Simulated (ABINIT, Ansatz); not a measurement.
# Converging GW for LiHS (Ama2) in ABINIT

Aim: raise bands and screening cutoff together for LiHS (Ama2) and follow gap and time.

Main program and level: ABINIT 10.8.3; PBEsol and many-body steps on it, plane waves.

### Step 1. The starting structure

It takes space group Ama2 (No. 40, orthorhombic). Conventional cell: a = 6.157 Å, b = 5.618 Å, c = 5.515 Å, α = 90.00°, β = 90.00°, γ = 90.00°. Li has 4 S at 2.49 to 2.51 Å nearest. Nearest to H lie 1 S at 1.35 Å. S has 1 H at 1.35 Å and 4 Li at 2.49 to 2.51 Å nearest. Farther neighbours and most contacts between anions are not listed.

Structure file:

```cif
data_structure
_symmetry_space_group_name_H-M 'P 1'
_symmetry_Int_Tables_number 1
_cell_length_a 6.1569
_cell_length_b 3.9363
_cell_length_c 3.9363
_cell_angle_alpha 91.067
_cell_angle_beta 90.000
_cell_angle_gamma 90.000
_cell_volume 95.38
loop_
_atom_site_label
_atom_site_type_symbol
_atom_site_fract_x
_atom_site_fract_y
_atom_site_fract_z
_atom_site_occupancy
Li1 Li 0.50000 0.50166 0.50166 1
Li2 Li 0.00000 0.50166 0.50166 1
H3 H 0.25000 0.13309 0.98349 1
H4 H 0.75000 0.98349 0.13309 1
S5 S 0.75000 0.99876 0.47534 1
S6 S 0.25000 0.47534 0.99876 1
```

The cell and positions come from the Crystallography Open Database and are kept as given unless a step says otherwise.

### Step 2. Empty states on the mesh, 2×2×2 mesh, 180 bands

This step: ABINIT 10.8.3; DFT, PBEsol, plane waves, norm-conserving pseudopotentials.

The sums over transitions need many empty states on a uniform mesh; this step solves for them.

The input, run.abi:

```
acell 3*1.0 Angstrom
rprim 
  6.156870000000 0.000000000000 0.000000000000
  0.000000000000 2.809205000000 2.757390000000
  0.000000000000 -2.809205000000 2.757390000000
ntypat 3
znucl 3 1 16
natom 6
typat 1 1 2 2 3 3
xred 
  0.500000000000 0.501660000000 0.501660000000
  0.000000000000 0.501660000000 0.501660000000
  0.250000000000 0.133090000000 0.983490000000
  0.750000000000 0.983490000000 0.133090000000
  0.750000000000 0.998760000000 0.475340000000
  0.250000000000 0.475340000000 0.998760000000
pp_dirpath "pseudos"
pseudos "Li.upf, H.upf, S.upf"
ecut 33
ngkpt 2 2 2
nshiftk 1
shiftk 0 0 0
kptopt 1
chksymbreak 0
iscf -2
irdden 1
istwfk *1
nband 180
nbdbuf 16
tolwfr 1e-09
nstep 60
prtvol 0
indata_prefix "in"
outdata_prefix "out"
tmpdata_prefix "tmp"
```

Launch:

```sh
> OMP_NUM_THREADS=1 mpirun -n 4 abinit run.abi > log
```

Numbers of over 12 decimals in the logs are rounded to 6 here.

The log of the run:

```text
.Version 10.8.3 of ABINIT. v10.8.2 released Aug 2026.

 Symmetries : space group Am a 2 (# 40); Bravais oC (1-face-center ortho.)
[... echo of the input left out ...]
== DATASET  1 ==================================================================
-   mpi_nproc: 4, omp_nthreads: 1 (-1 if OMP is not activated)

--- !DatasetInfo
iteration_state: {dtset: 1, }
dimensions: {natom: 6, nkpt: 6, mband: 180, nsppol: 1, nspinor: 1, nspden: 1, mpw: 5848, }
cutoff_energies: {ecut:  33.0, pawecutdg:  -1.0, }
[...]
2.74963    2.75307    2.75634    2.78160    2.81194    2.81538    2.81813    2.82614
   2.82840    2.83531    2.84864    2.85986    2.87155    2.88528    2.88915    2.90719
   2.91113    2.92367    2.92483    2.92782
 prteigrs : prtvol=0 or 1, do not print more k-points.

== END DATASET(S) ==============================================================
================================================================================

 -outvars: echo values of variables after computation  --------
            nband         180
             nkpt           6
          spgroup          40
 [... the other variables as echoed above ...]

 Calculation completed.
```

Elapsed: 1.9 min, on 4 MPI ranks of Arm Neoverse N1, shared host; peak memory 0.41 GiB; 7.6 min of CPU time.

This step gave:

| Property | Result |
| --- | --- |
| gap | 3.330 eV |
| k of the valence top | 0, 0, 0 |
| k of the conduction bottom | 0, 0, 0 |
| least direct gap | 3.330 eV |
| k points computed | 6 |
| lowest point of the top converged band, above the valence top | 73.3633 eV |

On this mesh the gap is 3.330 eV.

The density comes from a self-consistent run that is not shown.

### Step 3. Screening, 2×2×2 mesh, 29 bands, screening to 62.6 eV

The RPA dielectric matrix is built and inverted for each q.

This step: RPA screening on PBEsol, plane waves, norm-conserving pseudopotentials.

Edit run.abi of step 2 so:

```diff
@@ -24,10 +24,11 @@
 chksymbreak 0
-iscf -2
-irdden 1
 istwfk *1
-nband 180
-nbdbuf 16
-tolwfr 1e-09
-nstep 60
-prtvol 0
+occopt 1
+irdwfk 1
+optdriver 3
+nband 29
+ecuteps 2.3
+inclvkb 2
+awtr 1
+symchi 1
 indata_prefix "in"
```

The log of the run:

```text
.Version 10.8.3 of ABINIT. v10.8.2 released Aug 2026.

 Symmetries : space group Am a 2 (# 40); Bravais oC (1-face-center ortho.)
[... echo of the input left out ...]
== DATASET  1 ==================================================================
-   mpi_nproc: 4, omp_nthreads: 1 (-1 if OMP is not activated)

--- !DatasetInfo
iteration_state: {dtset: 1, }
dimensions: {natom: 6, nkpt: 6, mband: 29, nsppol: 1, nspinor: 1, nspden: 1, mpw: 5848, }
cutoff_energies: {ecut:  33.0, pawecutdg:  -1.0, }
electrons: {nelect:   2.00000000E+01, charge:   0.00000000E+00, occopt:   1.00000000E+00, tsmear:   1.00000000E-02, }

 SCREENING: Calculation of the susceptibility and dielectric matrices

 Based on a program developped by R.W. Godby, V. Olevano, G. Onida, and L. Reining.
 Incorporated in ABINIT by V. Olevano, G.-M. Rignanese, and M. Torrent.
.Using double precision arithmetic ; gwpc =  8

[... cell and pseudopotentials left out ...]
--------------------------------------------------------------------------------

 ==== K-mesh for the wavefunctions ====
 Number of points in the irreducible wedge :     6
[... list of points left out ...]
 Together with  4 symmetry operations and time-reversal symmetry
 yields     8 points in the full Brillouin Zone.

 ==== Q-mesh for the screening function ====
 Number of points in the irreducible wedge :     6
[... list of points left out ...]
 Together with  4 symmetry operations and time-reversal symmetry
 yields     8 points in the full Brillouin Zone.

 setmesh: FFT mesh size selected  =    40x   24x   24
          total number of points  =        23040

 vcoul_init : cutoff-mode = AUXILIARY_FUNCTION
 q-points for optical limit:   1
     1)      0.000010    0.000020    0.000030

- screening: taking advantage of time-reversal symmetry
- Maximum band index for partially occupied states nbvw = 10
- Remaining bands to be divided among processors   nbcw = 19
- Number of bands treated by each node ~4

 Number of electrons calculated from density =   20.0000; Expected =   20.0000
 average of density, n =  0.031071
 r_s =    1.9733
 omega_plasma =   17.0034 [eV]

 calculating chi0 at frequencies [eV] :
  1    0.000000E+00    0.000000E+00
  2    0.000000E+00    1.700343E+01

--------------------------------------------------------------------------------
  q-point number  1        q = ( 0.000000, 0.000000, 0.000000) [r.l.u.]
--------------------------------------------------------------------------------
[... chi0 elements left out ...]
 For q-point:  0.000010 0.000020 0.000030
  dielectric constant =   3.7053
  dielectric constant without local fields =   4.5972

  Average fulfillment of the sum rule on Im[epsilon] for q-point    1 :     35.37  [%]
[... wings left out ...]
  q-point number  2        q = ( 0.500000, 0.000000, 0.000000) [r.l.u.]
--------------------------------------------------------------------------------
[... chi0 elements left out ...]
  Average fulfillment of the sum rule on Im[epsilon] for q-point    2 :     53.43  [%]

 [... 4 further q-points ...]
```

Wall time 6.1 s (4 MPI ranks); peak memory 0.51 GiB; 24 s of CPU time.

This step gave:

```yaml
eps_infinity_with_local_fields_on_this_mesh_along_the_program_s_q_direction: 3.705
the_same_without_local_fields: 4.597
plasma_frequency: 17.00 eV
plane_waves_in_the_screening_matrix: 107
```

Local fields lower ε∞ by 19 %. On a Γ-centred mesh this coarse the value itself is usually too large, while a short band sum pulls it down.

### Step 4. 29 bands, 62.6 eV

The self-energy is evaluated for the states that the input lists, and the levels follow from it, in one-shot runs by the linearised quasiparticle equation.

This step: G0W0 on PBEsol, plane waves, norm-conserving pseudopotentials.

Edit run.abi of step 3 so:

```diff
@@ -27,8 +27,15 @@
 irdwfk 1
-optdriver 3
+optdriver 4
 nband 29
+gwcalctyp 0
+ecutsigx 33
+symsigma 1
+nkptgw 1
+kptgw 
+  0.0000000000 0.0000000000 0.0000000000
+bdgw 
+  9 12
 ecuteps 2.3
-inclvkb 2
-awtr 1
-symchi 1
+irdscr 1
+ppmodel 1
 indata_prefix "in"
```

The log of the run:

```text
.Version 10.8.3 of ABINIT. v10.8.2 released Aug 2026.

 Symmetries : space group Am a 2 (# 40); Bravais oC (1-face-center ortho.)
[... echo of the input left out ...]
== DATASET  1 ==================================================================
-   mpi_nproc: 4, omp_nthreads: 1 (-1 if OMP is not activated)

--- !DatasetInfo
iteration_state: {dtset: 1, }
dimensions: {natom: 6, nkpt: 6, mband: 29, nsppol: 1, nspinor: 1, nspden: 1, mpw: 5848, }
cutoff_energies: {ecut:  33.0, pawecutdg:  -1.0, }
electrons: {nelect:   2.00000000E+01, charge:   0.00000000E+00, occopt:   1.00000000E+00, tsmear:   1.00000000E-02, }

 SIGMA: Calculation of the GW corrections

 Based on a program developped by R.W. Godby, V. Olevano, G. Onida, and L. Reining.
 Incorporated in ABINIT by V. Olevano, G.-M. Rignanese, and M. Torrent.
.Using double precision arithmetic ; gwpc =  8

[... cell and pseudopotentials left out ...]
--------------------------------------------------------------------------------

 ==== K-mesh for the wavefunctions ====
 Number of points in the irreducible wedge :     6
[... list of points left out ...]
 Together with  4 symmetry operations and time-reversal symmetry
 yields     8 points in the full Brillouin Zone.

 ==== Q-mesh for screening function ====
 Number of points in the irreducible wedge :     6
[... list of points left out ...]
 Together with  4 symmetry operations and time-reversal symmetry
 yields     8 points in the full Brillouin Zone.

 vcoul_init : cutoff-mode = AUXILIARY_FUNCTION
 q-points for optical limit:   1
     1)      0.000010    0.000020    0.000030
 setmesh: FFT mesh size selected  =    64x   40x   40
          total number of points  =       102400

 Number of electrons calculated from density =   20.0000; Expected =   20.0000
 average of density, n =  0.031071
 r_s =    1.9733
 omega_plasma =   17.0034 [eV]

 === KS Band Gaps ===
  >>>> For spin  1
   Minimum direct gap =   3.3299 [eV], located at k-point      :   0.0000  0.0000  0.0000
   Fundamental gap    =   3.3299 [eV], Top of valence bands at :   0.0000  0.0000  0.0000
                                       Bottom of conduction at :   0.0000  0.0000  0.0000
 SIGMA fundamental parameters:
 PLASMON POLE MODEL  1
 number of plane-waves for SigmaX                 5839
 number of plane-waves for SigmaC and W            107
 number of plane-waves for wavefunctions          5839
 number of bands                                    29
 number of independent spin polarizations            1
 number of spinorial components                      1
 number of k-points in IBZ                           6
 number of q-points in IBZ                           6
 number of symmetry operations                       4
 number of k-points in BZ                            8
 number of q-points in BZ                            8
 number of frequencies for dSigma/dE                 9
 frequency step for dSigma/dE [eV]                0.25
 number of omega for Sigma on real axis              0
 max omega for Sigma on real axis  [eV]           0.00
 zcut for avoiding poles [eV]                     0.10

 EPSILON^-1 parameters (SCR file):
 dimension of the eps^-1 matrix on file            107
 dimension of the eps^-1 matrix used               107
 number of plane-waves for wavefunctions          5839
 number of bands                                    29
 number of q-points in IBZ                           6
 number of frequencies                               2
 number of real frequencies                          1
 number of imag frequencies                          1

 matrix elements of self-energy operator (all in [eV])

 Perturbative Calculation

--- !SelfEnergy_ee
iteration_state: {dtset: 1, }
kpoint     : [   0.000,    0.000,    0.000, ]
spin       : 1
KS_gap     :    3.330
QP_gap     :    5.432
Delta_QP_KS:    2.102
data: !SigmaeeData |
     Band     E0 <VxcDFT>   SigX SigC(E0)      Z dSigC/dE  Sig(E)    E-E0       E
        9  -0.707 -12.411 -15.817   2.647   0.806  -0.241 -13.023  -0.611  -1.319
       10  -0.122 -12.727 -15.736   2.522   0.811  -0.234 -13.122  -0.395  -0.517
       11   3.208  -8.834  -4.303  -2.495   0.838  -0.193  -7.127   1.707   4.915
       12   3.571  -8.614  -4.145  -2.374   0.839  -0.192  -6.857   1.758   5.328

== END DATASET(S) ==============================================================
================================================================================

 -outvars: echo values of variables after computation  --------
           etotal      0.0000000000E+00
            nband          29
             nkpt           6
          spgroup          40
 [... the other variables as echoed above ...]

 Calculation completed.
```

The job ended after 3.6 s (4 MPI ranks; peak memory 0.48 GiB).

This step gave:

| Quantity | Value |
| --- | --- |
| G0W0 gap on the points computed | 5.432 eV |
| starting gap on the mesh | 3.330 eV |
| k of the valence top | 0, 0, 0 |
| k of the conduction bottom | 0, 0, 0 |
| Z at the valence top | 0.811 |
| Z at the conduction bottom | 0.838 |
| least direct G0W0 gap on the computed points | 5.432 eV |

The gap on the mesh goes from 3.33 eV to 5.43 eV, a correction of +2.10 eV.

### Step 5. Screening, 2×2×2 mesh, 73 bands, screening to 114.3 eV

This step: RPA screening on PBEsol, plane waves, norm-conserving pseudopotentials.

Edit run.abi of step 4 so:

```diff
@@ -27,15 +27,8 @@
 irdwfk 1
-optdriver 4
-nband 29
-gwcalctyp 0
-ecutsigx 33
-symsigma 1
-nkptgw 1
-kptgw 
-  0.0000000000 0.0000000000 0.0000000000
-bdgw 
-  9 12
-ecuteps 2.3
-irdscr 1
-ppmodel 1
+optdriver 3
+nband 73
+ecuteps 4.2
+inclvkb 2
+awtr 1
+symchi 1
 indata_prefix "in"
```

The log of the run:

```text
.Version 10.8.3 of ABINIT. v10.8.2 released Aug 2026.

 Symmetries : space group Am a 2 (# 40); Bravais oC (1-face-center ortho.)
[... echo of the input left out ...]
== DATASET  1 ==================================================================
-   mpi_nproc: 4, omp_nthreads: 1 (-1 if OMP is not activated)

--- !DatasetInfo
iteration_state: {dtset: 1, }
dimensions: {natom: 6, nkpt: 6, mband: 73, nsppol: 1, nspinor: 1, nspden: 1, mpw: 5848, }
cutoff_energies: {ecut:  33.0, pawecutdg:  -1.0, }
electrons: {nelect:   2.00000000E+01, charge:   0.00000000E+00, occopt:   1.00000000E+00, tsmear:   1.00000000E-02, }

 SCREENING: Calculation of the susceptibility and dielectric matrices

 Based on a program developped by R.W. Godby, V. Olevano, G. Onida, and L. Reining.
 Incorporated in ABINIT by V. Olevano, G.-M. Rignanese, and M. Torrent.
.Using double precision arithmetic ; gwpc =  8

[... cell and pseudopotentials left out ...]
--------------------------------------------------------------------------------

 ==== K-mesh for the wavefunctions ====
 Number of points in the irreducible wedge :     6
[... list of points left out ...]
 Together with  4 symmetry operations and time-reversal symmetry
 yields     8 points in the full Brillouin Zone.

 ==== Q-mesh for the screening function ====
 Number of points in the irreducible wedge :     6
[... list of points left out ...]
 Together with  4 symmetry operations and time-reversal symmetry
 yields     8 points in the full Brillouin Zone.

 setmesh: FFT mesh size selected  =    48x   32x   32
          total number of points  =        49152

 vcoul_init : cutoff-mode = AUXILIARY_FUNCTION
 q-points for optical limit:   1
     1)      0.000010    0.000020    0.000030

- screening: taking advantage of time-reversal symmetry
- Maximum band index for partially occupied states nbvw = 10
- Remaining bands to be divided among processors   nbcw = 63
- Number of bands treated by each node ~15

 Number of electrons calculated from density =   20.0000; Expected =   20.0000
 average of density, n =  0.031071
 r_s =    1.9733
 omega_plasma =   17.0034 [eV]

 calculating chi0 at frequencies [eV] :
  1    0.000000E+00    0.000000E+00
  2    0.000000E+00    1.700343E+01

--------------------------------------------------------------------------------
  q-point number  1        q = ( 0.000000, 0.000000, 0.000000) [r.l.u.]
--------------------------------------------------------------------------------
[... chi0 elements left out ...]
 For q-point:  0.000010 0.000020 0.000030
  dielectric constant =   3.7266
  dielectric constant without local fields =   4.6170

  Average fulfillment of the sum rule on Im[epsilon] for q-point    1 :     61.62  [%]
[... wings left out ...]
  q-point number  2        q = ( 0.500000, 0.000000, 0.000000) [r.l.u.]
--------------------------------------------------------------------------------
[... chi0 elements left out ...]
  Average fulfillment of the sum rule on Im[epsilon] for q-point    2 :     70.84  [%]

 [... 4 further q-points ...]
```

Wall time 16 s (4 MPI ranks); peak memory 0.95 GiB; 63 s of CPU time.

Numbers from this step:

| Quantity | Value |
| --- | --- |
| ε∞ with local fields, on this mesh, along the program's q direction | 3.727 |
| the same without local fields | 4.617 |
| plasma frequency | 17.00 eV |
| plane waves in the screening matrix | 283 |

(Continued in part 2 of 2.)

[Paths, hosts, dates, memory and timing lines, banners, echoed tables and standing remarks are left out of the program output.]

[Logs are printed without paths, hosts, clocks, repeated set-up lines and the standing remarks that a program may print on its own settings, such as how far it seeks lower states.]

[Runs of the session that timed out or met a known fault of the program may be left out.]

[No measured gap is set beside runs whose start may be inverted or whose files or cutoffs have a known fault.]

[Hosts, paths, dates, database ids (printed as entryN), source tags and the programs' standing remarks are cut or masked in the printed files.]

[G0W0 gaps are taken among the corrected bands and points alone; a level outside them can change the order at an edge.]

[Where Ansatz stands beside ABINIT at settings called matched, ABINIT's density can come from a denser mesh and the files from another edition; pairs whose starting gaps differed by over 0.03 eV were left out, so agreement reads better than it is.]
